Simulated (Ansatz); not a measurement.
In doubt: masses and optical values from hybrid runs of this build are listed as unsure, which bears on the screening that GW takes from such a start.

Rows from a G0W0 calculation on BC3 (honeycomb, ordered) (Ansatz 0.2.0; G0W0 on HSE06, plane waves, PAW; PAW set soft_1; 3×3×1 mesh, 171 empty bands, screening to 27 eV, PAW set soft_1 files), in eV. Spin-orbit coupling is left out.

```csv
row,k,band,start,Σx,Σc at the solution,Vxc
A,Γ,c1,-3.198,-6.023,-3.876,-10.747
B,Γ,v1,-6.496,-20.864,3.303,-17.980
C,Γ,c2,-1.492,-7.911,-3.217,-12.263
D,"(0.000, 0.333, 0.000)",c2,-0.659,-8.228,-3.598,-13.063
E,"(0.000, 0.333, 0.000)",c1,-4.462,-7.429,-2.888,-11.298
F,"(0.000, 0.333, 0.000)",v1,-6.883,-15.414,1.740,-13.987
```

Give the quasiparticle energies and the shift of each level.

The quasiparticle equation reads E = start + Σx + Σc(E) − Vxc.

```csv
row,E (eV),shift (eV)
A,-2.350,+0.848
B,-6.077,+0.419
C,-0.357,+1.135
D,0.578,+1.237
E,-3.481,+0.981
F,-6.571,+0.313
```

Limits: not at the basis limit; coarse mesh for a sheet.

[Paths, hosts, dates, memory and timing lines, banners, echoed tables and standing remarks are left out of the program output.]

[Logs are printed without paths, hosts, clocks, repeated set-up lines and the standing remarks that a program may print on its own settings, such as how far it seeks lower states.]

[Runs of the session that timed out or met a known fault of the program may be left out.]

[Cells called generated may have been cut or substituted from an entry of the Crystallography Open Database or the Materials Project.]

[Hosts, paths, dates, database ids (printed as entryN), source tags and the programs' standing remarks are cut or masked in the printed files.]
